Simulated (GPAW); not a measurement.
# Core-hole calculation of the Rh L₃ edge in LiRh (P-6m2), part 2 of 3

How does the Rh L₃ edge of LiRh (P-6m2) move when the bonds are compressed or stretched?

GPAW 26.7.0; X-ray absorption from dipole matrix elements to empty bands, plane-wave PAW LDA.

So far. Step 2 (Ground state of the crystal): The mesh shows no gap, so the system is treated as a metal and the core electron is put at the Fermi level (neutral cell).

**4. Spectrum with XCH, Rh atom 1**

The holes are 6.3 Å apart. In GPAW the data set carries the hole's charge, so charge=0 means a charged cell and charge=-1 a neutral one. The excited electron is kept in the cell, where it fills the lowest empty states and screens the hole. After the field has converged, empty bands are computed with the density fixed and the dipole matrix elements are summed.

The absorber has 6 Li at 2.65 Å and 6 Rh at 2.65 Å (anticuboctahedral, as in hcp, site symmetry -6m2).

Contents of xas.py:

```python
import numpy as np
from ase import Atoms
from ase.parallel import parprint, paropen
from gpaw import GPAW, PW, FermiDirac, Mixer, MixerDif, setup_paths
from gpaw.test import gen
setup_paths.insert(0, '.')
gen('Rh', name='fch2p', xcname='LDA', corehole=(2, 1, 1), write_xml=True)
from gpaw.mpi import world
world.barrier()

atoms = Atoms('Rh8Li8',
    cell=[[-3.97845069, 2.29695958, 4.32660441],
     [3.97845069, -2.29695958, 4.32660441],
     [2.65230046, 4.59391915, -4.32660441]],
    scaled_positions=[[0.04166667, 0.20833333, 0.25],
     [0.54166667, 0.70833333, 0.25],
     [0.91666667, 0.58333333, 0.5],
     [0.41666667, 0.08333333, 0.5],
     [0.29166667, 0.45833333, 0.75],
     [0.79166667, 0.95833333, 0.75],
     [0.66666667, 0.33333333, 0],
     [0.16666667, 0.83333333, 0],
     [0.25, 0.25, 0],
     [0.75, 0.75, 0],
     [0.125, 0.625, 0.25],
     [0.625, 0.125, 0.25],
     [0.5, 0.5, 0.5],
     [0, 0, 0.5],
     [0.875, 0.375, 0.75],
     [0.375, 0.875, 0.75]],
    pbc=True)
atoms.calc = calc = GPAW(legacy_gpaw=True, mode=PW(500), xc='LDA', setups={0: 'fch2p'},
    kpts={'size': (3, 3, 3), 'gamma': True}, occupations=FermiDirac(0.1),
    charge=-1, mixer=Mixer(0.1, 5, 50), maxiter=150,
    convergence={'density': 0.0001}, txt='scf.txt')
energy = atoms.get_potential_energy() + calc.get_reference_energy()
ef = calc.get_fermi_level()
out = dict(energy=energy, fermi=ef, forces=atoms.get_forces().tolist())
parprint(f'all-electron energy {energy:.4f} eV, Fermi level {ef:.4f} eV')
ev = np.array([[calc.get_eigenvalues(k, s) for k in range(len(calc.get_ibz_k_points()))] for s in range(calc.get_number_of_spins())])
out['homo'], out['lumo'], out['counts'] = ev[ev < ef].max(), ev[ev > ef].min(), sorted(set((ev < ef).sum((0, 2)).tolist()))
out['filled'] = (ev[:, 0] < ef).sum(1).tolist()

from ase.units import Ha
from gpaw.xas import dipole_matrix_elements
nb = int(calc.get_number_of_electrons() / 2) + 168
top, nb = nb, nb + 8 + nb // 12
nscf = calc.fixed_density(kpts={'size': (3, 3, 3), 'gamma': True}, nbands=nb,
    convergence={'bands': top, 'eigenstates': 1e-5}, maxiter=60, txt='nscf.txt')
cell = atoms.cell.array
ops = [cell.T @ U.T @ np.linalg.inv(cell.T) for U in nscf.wfs.kd.symmetry.op_scc]
E = np.arange(-6, 34, 0.1)
fwhm = np.interp(E, [4, 25], [2.13, 3.5])
Y, X, zero, highest = 0, 0, 1e9, 1e9
for spin in range(nscf.get_number_of_spins()):
    wfs = nscf.wfs
    A = dipole_matrix_elements(wfs.setups[0])
    eps = np.zeros((wfs.kd.nibzkpts, nb))
    d = np.zeros((3, A.shape[1], wfs.kd.nibzkpts, nb), complex)
    for kpt in wfs.kpt_u:
        if kpt.s == spin and 0 in kpt.P_ani:
            eps[kpt.k] = kpt.eps_n * Ha
            d[:, :, kpt.k] = (kpt.weight * wfs.nspins / 2) ** 0.5 * np.inner(A, kpt.P_ani[0])
    world.sum(eps)
    world.sum(d)
    T = np.einsum('amkn,bmkn->abkn', d, d.conj()).real
    T = sum(np.einsum('ai,ijkn,bj->abkn', R, T, R) for R in ops) / len(ops)
    empty = eps > ef
    zero, highest = min(zero, eps[empty].min()), min(highest, eps[:, top - 1].min())
    lines = [(eps, T, empty)] if spin == 0 else lines + [(eps, T, empty)]
for eps, T, empty in lines:
    f = np.einsum('aakn->akn', T).reshape(3, -1)
    x = eps.ravel() - zero
    w = np.interp(x, E, fwhm) / 2.35482
    g = np.exp(-0.5 * ((E[:, None] - x) / w) ** 2) / (w * (2 * np.pi) ** 0.5)
    Y = Y + (f * empty.ravel()) @ g.T
    X = X + (f * ~empty.ravel()) @ g.T
out.update(E=E.round(2).tolist(), xas=Y.tolist(), xes=X.tolist(), zero=zero, valid=highest - zero, nk=len(eps), nb=nb)
for i in range(0, len(E), 10):
    parprint(f'{E[i]:7.2f}', *(f'{v:10.3e}' for v in Y[:, i]))
import json
with paropen('out.json', 'w') as f:
    json.dump(out, f)
```

Command:

```
$ OMP_NUM_THREADS=1 mpirun -n 2 gpaw python xas.py
```

Numbers of over 12 decimals in the logs are rounded to 6 here.

Output:

```text
Input parameters:
  charge: -1
  convergence: {density: 0.0001}
  kpts: {gamma: True,
         size: (3, 3, 3)}
  maxiter: 150
  mixer: {backend: pulay,
          beta: 0.1,
          method: separate,
          nmaxold: 5,
          weight: 50}
  mode: {ecut: 500.0,
         name: pw}
  occupations: {fixmagmom: False,
                name: fermi-dirac,
                width: 0.1}
  setups: {0: fch2p}

Initialize ...

[... PAW data sets ...]

Reference energy: -1038620.863262  # eV

Spin-paired calculation

[... convergence settings ...]
Symmetries present (total): 2
  [... symmetry matrices ...]

27 k-points: 3 x 3 x 3 Monkhorst-Pack grid
10 k-points in the irreducible part of the Brillouin zone
       k-points in crystal coordinates                weights
   0:     0.00000000    0.00000000    0.00000000          1/27
   1:     0.00000000    0.00000000    0.33333333          2/27
   2:     0.33333333   -0.33333333   -0.33333333          2/27
   3:     0.33333333   -0.33333333    0.00000000          2/27
   4:     0.33333333   -0.33333333    0.33333333          2/27
   5:     0.33333333    0.00000000   -0.33333333          4/27
   6:     0.33333333    0.00000000    0.00000000          4/27
   7:     0.33333333    0.00000000    0.33333333          4/27
   8:     0.33333333    0.33333333   -0.33333333          2/27
   9:     0.33333333    0.33333333    0.33333333          4/27

Wave functions: Plane wave expansion
  Cutoff energy: 500.000 eV
  Number of coefficients (min, max): 5338, 5377
  Pulay-stress correction: 0.000000 eV/Ang^3 (de/decut=0.000000)
  Using FFTW library
  Wavefunction extrapolation:
    Improved wavefunction reuse through dual PAW basis

Occupation numbers: Fermi-Dirac:
  width: 0.1000  # eV

Eigensolver
   Davidson(niter=2)

Densities:
  Coarse grid: 36*36*36 grid
  Fine grid: 72*72*72 grid
  Total Charge: 0.000000

Density mixing:
  Method: separate
  Backend: pulay
  Linear mixing parameter: 0.1
  old densities: 5
  Width of damping distribution: 1.1
  Damping of long wavelength oscillations: 50

[... Hamiltonian set-up ...]
Number of atoms: 16
Number of atomic orbitals: 128
Number of bands in calculation: 82
Number of valence electrons: 129
Bands to converge: occupied

... initialized

Initializing position-dependent things.

Density initialized from atomic densities
Creating initial wave functions:
  82 bands from LCAO basis set

           Li
             Rh     Rh

        Rh    LRh
                 Rh
         Li     Li     Li
           Li     Li
             Rh     Rh
               Rh

                Li

Atomic positions and initial magnetic moments

Positions:
   0 Rh     1.326150    0.765653    0.000000    ( 0.0000,  0.0000,  0.0000)
   1 Rh     1.326150    0.765653    4.326604    ( 0.0000,  0.0000,  0.0000)
   2 Rh    -0.000000    3.062613    4.326604    ( 0.0000,  0.0000,  0.0000)
   3 Rh    -0.000000    3.062613    0.000000    ( 0.0000,  0.0000,  0.0000)
   4 Rh     2.652300    3.062613    0.000000    ( 0.0000,  0.0000,  0.0000)
   5 Rh     2.652300    3.062613    4.326604    ( 0.0000,  0.0000,  0.0000)
   6 Rh    -1.326150    0.765653    4.326604    ( 0.0000,  0.0000,  0.0000)
[...]
13 Li     1.326150    2.296960   -2.163302    ( 0.0000,  0.0000,  0.0000)
  14 Li     0.000000    4.593919    2.163302    ( 0.0000,  0.0000,  0.0000)
  15 Li     3.978451    2.296960    2.163302    ( 0.0000,  0.0000,  0.0000)

Unit cell:
           periodic     x           y           z      points  spacing
  1. axis:    yes   -3.978451    2.296960    4.326604    36     0.1505
  2. axis:    yes    3.978451   -2.296960    4.326604    36     0.1505
  3. axis:    yes    2.652300    4.593919   -4.326604    36     0.1474

  Lengths:   6.310594   6.310594   6.845312
  Angles:  115.679845 115.679845  93.432853

Effective grid spacing dv^(1/3) = 0.1653

iter:   1  -118.683761
iter:   2  -103.849414   -0.53  -1.04
iter:   3  -101.028122   -0.63  -1.30
iter:   4   -99.929900   -1.65  -1.53
iter:   5   -99.671398   -1.82  -1.66
iter:   6   -99.566786   -3.11  -1.78
iter:   7   -99.310276   -2.10  -1.84
iter:   8   -99.295313   -3.08  -2.30
iter:   9   -99.291513c  -3.42  -2.41
iter:  10   -99.291314c  -3.82  -2.53
iter:  11   -99.292549c  -3.43  -2.62
iter:  12   -99.292384c  -4.11  -3.08
iter:  13   -99.292139c  -4.46  -3.15
iter:  14   -99.292068c  -4.69  -3.32
iter:  15   -99.292167c  -5.56  -3.80
iter:  16   -99.292159c  -6.06  -3.87
iter:  17   -99.292165c  -6.44  -3.90
iter:  18   -99.292170c  -6.42  -3.96
iter:  19   -99.292169c  -7.34  -4.05c
iter:  20   -99.292181c  -7.26  -4.12c
iter:  21   -99.292167c  -7.77c -4.41c

Converged after 21 iterations.

Dipole moment: (0.366452, -0.246111, 0.292298) |e|*Ang

Energy contributions relative to reference atoms: (reference = -1038620.863262)

Kinetic:        +17.644845
Potential:      -26.887501
External:        +0.000000
XC:             -88.128448
Entropy (-ST):   -0.385370
Local:           -1.728378
SIC:             +0.000000
--------------------------
Free energy:    -99.484852
Extrapolated:   -99.292167

Showing only first 2 kpts
 Kpt  Band  Eigenvalues  Occupancy
  0    62      6.25859    0.28913
  0    63      6.26161    0.28174
  0    64      6.80398    0.00145
  0    65      6.88573    0.00064

  1    62      5.79411    1.89238
  1    63      5.88825    1.74550
  1    64      6.12358    0.78931
[...]
Fermi level: 6.08080

No gap
No difference between direct/indirect transitions

Forces in eV/Ang:
  0 Rh   -0.00867    0.00500    0.00000
  1 Rh   -0.00930    0.00537    0.00000
  2 Rh    0.39769   -0.01274    0.00000
  3 Rh   -0.21125    0.35414    0.00000
  4 Rh    0.17882    0.35971    0.00000
  5 Rh   -0.22212   -0.33472    0.00000
  6 Rh    0.20988   -0.33804    0.00000
[...]
13 Li    0.01459    0.07004   -0.03011
 14 Li    0.01625   -0.00938    0.00000
 15 Li    0.01625   -0.00938   -0.00000
Scalar-relativistic atomic LDA calculation for Rh (Rhodium, Z=45)
Core hole in 2p state (2p occupation: 5.0)
750 radial gridpoints.
|------------------------------------------------|
|------------------------------------------------|
[... the atom generator's iteration count ...]

Energy contributions:
-------------------------
Kinetic:    +4829.239811
XC:          -129.207039
Potential:  -9365.729740
-------------------------
Total:      -4665.696968

state      eigenvalue         ekin         rmax
-----------------------------------------------
1s^2.0 :  -851.346455  1072.340614        0.021
2s^2.0 :  -126.463466   222.705044        0.119
2p^5.0 :  -114.348975   213.559056        0.095
3s^2.0 :   -23.369923    61.924213        0.347
3p^6.0 :   -19.267692    57.849813        0.339
3d^10.0:   -12.655616    52.867088        0.282
4s^2.0 :    -3.613798    15.570894        0.860
4p^6.0 :    -2.410246    12.987048        0.913
4d^8.0 :    -0.678612     7.590810        1.071
5s^1.0 :    -0.461536     1.944474        2.392
5p^0.0 :    -0.271405     1.182496        2.971
-----------------------------------------------
(units: Bohr and Hartree)

Generating PAW setup
Kinetic energy of the core from tauc = 4796.932611663529
Cutoffs:
rc(s)=2.400
rc(p)=2.610
rc(d)=2.350
rc(vbar)=2.390
rc(comp)=2.290
rc(nct)=2.610

Kinetic energy of the core states: 4688.646565
Charge: 1.0
Core electrons: 29.0
Valence electrons: 15.0
Pseudo-core charge: 0.067143
Shape function alpha=1.907
Pseudo-electron charge 4.859126
state    eigenvalue         norm
--------------------------------
5s(1) :    -0.461536     1.051040
*s    :     0.538464
4p(6) :    -2.410246     0.093440
5p(0) :    -0.271405     1.009516
4d(8) :    -0.678612     0.397538
*d    :     0.321388
--------------------------------

Diagonalizing with gridspacing h=0.050

state   all-electron     PAW
-------------------------------
5s:      -0.461536    -0.461784
4p:      -2.410246    -2.410403
4d:      -0.678612    -0.679454
*f:                   -0.022353
-------------------------------
<dir> UserWarning: Initial realspace grid (35,35,36) inconsistent with symmetries.
  warnings.warn(
<dir> UserWarning: Using symmetrized grid: (36,36,36).

  warnings.warn('Using symmetrized grid: ({},{},{}).\n'.format(*N_c))
<dir> UserWarning: Initial realspace grid (35,35,36) inconsistent with symmetries.
  warnings.warn(
<dir> UserWarning: Using symmetrized grid: (36,36,36).

  warnings.warn('Using symmetrized grid: ({},{},{}).\n'.format(*N_c))
all-electron energy -1038720.1554 eV, Fermi level 6.0808 eV
[...]
31.00  5.253e-06  5.232e-06  5.527e-06
  32.00  5.412e-06  5.379e-06  5.654e-06
  33.00  5.598e-06  5.589e-06  5.731e-06
```

Run time: 5.5 min. Hardware: 2 MPI ranks of Arm Neoverse V1, shared host; peak memory 0.59 GiB.

The Rh L₃ spectrum, Rh atom 1, excited-electron core hole (neutral cell) (energy from the lowest empty level; intensity scaled to a mean of 1 over the first 20 eV; polarised curves are means over the symmetry-equivalent atoms):

```csv
E (eV),isotropic,ε ⊥ c,ε ∥ c
-2.0,0.05,0.07,0.02
-1.5,0.18,0.24,0.08
-1.0,0.46,0.59,0.20
-0.5,0.90,1.15,0.39
0.0,1.37,1.75,0.61
0.5,1.70,2.14,0.81
1.0,1.81,2.24,0.96
1.5,1.75,2.10,1.05
2.0,1.59,1.84,1.08
2.5,1.39,1.55,1.07
3.0,1.18,1.26,1.01
3.5,1.01,1.04,0.94
4.0,0.88,0.89,0.87
4.5,0.79,0.78,0.82
5.0,0.71,0.67,0.77
5.5,0.62,0.58,0.71
6.0,0.57,0.52,0.67
6.5,0.61,0.56,0.70
7.0,0.72,0.66,0.82
7.5,0.87,0.80,1.00
8.0,0.99,0.91,1.16
8.5,1.05,0.95,1.26
9.0,1.03,0.92,1.26
9.5,0.97,0.86,1.18
10.0,0.90,0.81,1.09
10.5,0.88,0.80,1.02
11.0,0.91,0.86,1.02
11.5,1.01,0.98,1.08
12.0,1.12,1.10,1.18
12.5,1.19,1.17,1.24
13.0,1.20,1.17,1.25
13.5,1.14,1.12,1.20
14.0,1.06,1.04,1.11
14.5,0.99,0.97,1.01
15.0,0.93,0.93,0.92
15.5,0.88,0.91,0.83
16.0,0.85,0.90,0.75
16.5,0.83,0.91,0.69
17.0,0.82,0.91,0.63
17.5,0.81,0.92,0.59
18.0,0.81,0.93,0.56
18.5,0.80,0.92,0.54
19.0,0.79,0.91,0.54
19.5,0.77,0.87,0.56
20.0,0.74,0.82,0.58
20.5,0.72,0.76,0.62
21.0,0.70,0.72,0.66
21.5,0.69,0.69,0.69
22.0,0.70,0.69,0.72
22.5,0.71,0.70,0.74
23.0,0.73,0.72,0.74
23.5,0.74,0.73,0.75
24.0,0.75,0.75,0.75
24.5,0.76,0.76,0.77
25.0,0.78,0.77,0.79
25.5,0.79,0.78,0.82
26.0,0.81,0.78,0.85
26.5,0.81,0.79,0.86
27.0,0.81,0.79,0.87
27.5,0.81,0.78,0.86
28.0,0.81,0.78,0.85
28.5,0.81,0.79,0.84
29.0,0.82,0.81,0.84
29.5,0.83,0.82,0.85
30.0,0.85,0.84,0.87
30.5,0.87,0.86,0.90
31.0,0.89,0.87,0.92
31.5,0.90,0.89,0.93
32.0,0.91,0.90,0.94
```

Main maxima below 30 eV (height): 1.0 eV (1.81), 8.6 eV (1.05) and 12.8 eV (1.21). At an L edge the dipole rule selects empty d (and weakly s) states on the absorber, and the strong line at the onset measures the empty part of its d band.

The energy difference (zero at 3039 eV) isn't read as a photon energy: for so heavy an absorber the terms left out (core spin–orbit splitting, the hole's spin, the functional's error) amount to tens of eV or more.

**5. Supercell without a hole, the energy reference**

The cell changes for the next run, so it gets a reference energy of its own.

The cell differs from the one that the last finished run ended in (a 6.311 → 6.115 Å, b 6.311 → 6.115 Å, c 6.845 → 6.633 Å).

Contents of scf.py:

```python
import numpy as np
from ase import Atoms
from ase.parallel import parprint, paropen
from gpaw import GPAW, PW, FermiDirac, Mixer, MixerDif, setup_paths
from gpaw.test import gen
setup_paths.insert(0, '.')
gen('Rh', name='nch2p', xcname='LDA', corehole=(2, 1, 0), write_xml=True)
from gpaw.mpi import world
world.barrier()

atoms = Atoms('Rh8Li8',
    cell=[[-3.85532603, 2.22587352, 4.19270513],
     [3.85532603, -2.22587352, 4.19270513],
     [2.57021735, 4.45174704, -4.19270513]],
    scaled_positions=[[0.04166667, 0.20833333, 0.25],
     [0.54166667, 0.70833333, 0.25],
     [0.91666667, 0.58333333, 0.5],
     [0.41666667, 0.08333333, 0.5],
     [0.29166667, 0.45833333, 0.75],
     [0.79166667, 0.95833333, 0.75],
     [0.66666667, 0.33333333, 0],
     [0.16666667, 0.83333333, 0],
     [0.25, 0.25, 0],
     [0.75, 0.75, 0],
     [0.125, 0.625, 0.25],
     [0.625, 0.125, 0.25],
     [0.5, 0.5, 0.5],
     [0, 0, 0.5],
     [0.875, 0.375, 0.75],
     [0.375, 0.875, 0.75]],
    pbc=True)
atoms.calc = calc = GPAW(legacy_gpaw=True, mode=PW(500), xc='LDA', setups={0: 'nch2p'},
    kpts={'size': (3, 3, 3), 'gamma': True}, occupations=FermiDirac(0.1),
    charge=0, mixer=Mixer(0.1, 5, 50), maxiter=150,
    convergence={'density': 0.0001}, txt='scf.txt')
energy = atoms.get_potential_energy() + calc.get_reference_energy()
ef = calc.get_fermi_level()
out = dict(energy=energy, fermi=ef, forces=atoms.get_forces().tolist())
parprint(f'all-electron energy {energy:.4f} eV, Fermi level {ef:.4f} eV')
ev = np.array([[calc.get_eigenvalues(k, s) for k in range(len(calc.get_ibz_k_points()))] for s in range(calc.get_number_of_spins())])
out['homo'], out['lumo'], out['counts'] = ev[ev < ef].max(), ev[ev > ef].min(), sorted(set((ev < ef).sum((0, 2)).tolist()))
out['filled'] = (ev[:, 0] < ef).sum(1).tolist()
import json
with paropen('out.json', 'w') as f:
    json.dump(out, f)
```

Command:

```
$ OMP_NUM_THREADS=1 mpirun -n 2 gpaw python scf.py
```

Output:

```text
Input parameters:
  convergence: {density: 0.0001}
  kpts: {gamma: True,
         size: (3, 3, 3)}
  maxiter: 150
  mixer: {backend: pulay,
          beta: 0.1,
          method: separate,
          nmaxold: 5,
          weight: 50}
  mode: {ecut: 500.0,
         name: pw}
  occupations: {fixmagmom: False,
                name: fermi-dirac,
                width: 0.1}
  setups: {0: nch2p}

Initialize ...

[...]
<dir> UserWarning: Initial realspace grid (32,32,35) inconsistent with symmetries.
  warnings.warn(
<dir> UserWarning: Using symmetrized grid: (35,35,35).

  warnings.warn('Using symmetrized grid: ({},{},{}).\n'.format(*N_c))
<dir> UserWarning: Initial realspace grid (32,32,35) inconsistent with symmetries.
  warnings.warn(
<dir> UserWarning: Using symmetrized grid: (35,35,35).

  warnings.warn('Using symmetrized grid: ({},{},{}).\n'.format(*N_c))
all-electron energy -1041758.6828 eV, Fermi level 7.1734 eV
[key lines of the parts left out:]
Converged after 16 iterations.
Dipole moment: (0.387563, -0.223759, 0.000000) |e|*Ang
Free energy:    -88.940193
Fermi level: 7.17339
```

Wall time 84 s (2 MPI ranks); peak memory 0.37 GiB.

Reference energy: -1041758.683 eV with the cores included.

**6. Spectrum with XCH, Rh atom 1**

Shorter bonds are expected to push antibonding states and scattering resonances up, and longer ones down; the cell is scaled to test that.

Changed against the first core-hole run: volume scale from 1 to 0.91.

Changes to xas.py since step 4:

```diff
@@ -11,5 +11,5 @@
 atoms = Atoms('Rh8Li8',
-    cell=[[-3.97845069, 2.29695958, 4.32660441],
-     [3.97845069, -2.29695958, 4.32660441],
-     [2.65230046, 4.59391915, -4.32660441]],
+    cell=[[-3.85532603, 2.22587352, 4.19270513],
+     [3.85532603, -2.22587352, 4.19270513],
+     [2.57021735, 4.45174704, -4.19270513]],
     scaled_positions=[[0.04166667, 0.20833333, 0.25],
@@ -45,5 +45,5 @@
 from gpaw.xas import dipole_matrix_elements
-nb = int(calc.get_number_of_electrons() / 2) + 168
+nb = int(calc.get_number_of_electrons() / 2) + 157
 top, nb = nb, nb + 8 + nb // 12
-nscf = calc.fixed_density(kpts={'size': (3, 3, 3), 'gamma': True}, nbands=nb,
+nscf = calc.fixed_density(kpts={'size': (4, 4, 4), 'gamma': True}, nbands=nb,
     convergence={'bands': top, 'eigenstates': 1e-5}, maxiter=60, txt='nscf.txt')
```

Command:

```
$ OMP_NUM_THREADS=1 mpirun -n 2 gpaw python xas.py
```

Output:

```text
Input parameters:
  charge: -1
  convergence: {density: 0.0001}
  kpts: {gamma: True,
         size: (3, 3, 3)}
  maxiter: 150
  mixer: {backend: pulay,
          beta: 0.1,
          method: separate,
          nmaxold: 5,
          weight: 50}
  mode: {ecut: 500.0,
         name: pw}
  occupations: {fixmagmom: False,
                name: fermi-dirac,
                width: 0.1}
  setups: {0: fch2p}

Initialize ...

[...]
warnings.warn('Using symmetrized grid: ({},{},{}).\n'.format(*N_c))
<dir> UserWarning: Initial realspace grid (32,32,35) inconsistent with symmetries.
  warnings.warn(
<dir> UserWarning: Using symmetrized grid: (35,35,35).

  warnings.warn('Using symmetrized grid: ({},{},{}).\n'.format(*N_c))
all-electron energy -1038719.9356 eV, Fermi level 7.1729 eV
[...]
32.00  4.792e-06  4.776e-06  5.033e-06
  33.00  5.036e-06  5.021e-06  5.337e-06
[key lines of the parts left out:]
Converged after 20 iterations.
Dipole moment: (0.274797, -0.191991, 0.272105) |e|*Ang
Free energy:    -99.235319
Fermi level: 7.17292
```

The job ended after 9.2 min (2 MPI ranks; peak memory 0.73 GiB; 18 min of CPU time).

```
E (eV)  first run  this run
  -2.0       0.05      0.04
  -1.0       0.46      0.34
   0.0       1.37      1.13
   1.0       1.81      1.69
   2.0       1.59      1.60
   3.0       1.18      1.26
   4.0       0.88      0.91
   5.0       0.71      0.73
   6.0       0.57      0.60
   7.0       0.72      0.58
   8.0       0.99      0.83
   9.0       1.03      1.02
  10.0       0.90      0.98
  11.0       0.91      0.89
  12.0       1.12      0.97
  13.0       1.20      1.17
  14.0       1.06      1.21
  15.0       0.93      1.07
  16.0       0.85      0.94
  17.0       0.82      0.88
  18.0       0.81      0.84
  19.0       0.79      0.81
  20.0       0.74      0.77
  21.0       0.70      0.74
  22.0       0.70      0.73
  23.0       0.73      0.73
  24.0       0.75      0.73
  25.0       0.78      0.73
  26.0       0.81      0.74
  27.0       0.81      0.76
  28.0       0.81      0.78
  29.0       0.82      0.78
  30.0       0.85      0.77
  31.0       0.89      0.77
  32.0       0.91      0.80
```

This run also has another mesh (4×4×4 against 3×3×3), so the 9 % r.m.s. difference can't be laid on the changed setting alone. The highest intensity below 24 eV goes from 1.0 eV (1.81) to 1.2 eV (1.71).

The photon energy of the zero moves by +0.17 eV.

(Continued in part 3 of 3.)

[Banner, clock and machine lines of the logs are left out without a mark of their own.]

[Logs are printed without paths, hosts, clocks, repeated set-up lines and the standing remarks that a program may print on its own settings, such as how far it seeks lower states.]

[Hosts, paths, dates, database ids (printed as entryN), source tags and the programs' standing remarks are cut or masked in the printed files.]

[Lists of maxima count a maximum above −3 eV only where it reaches 4 % of the highest in the window and stands out from its surroundings by 2 % of it (1.5 % where it reaches 55 %); shoulders and weaker maxima are passed over, and of the rest the first, up to two pre-edge ones and the few strongest are named.]
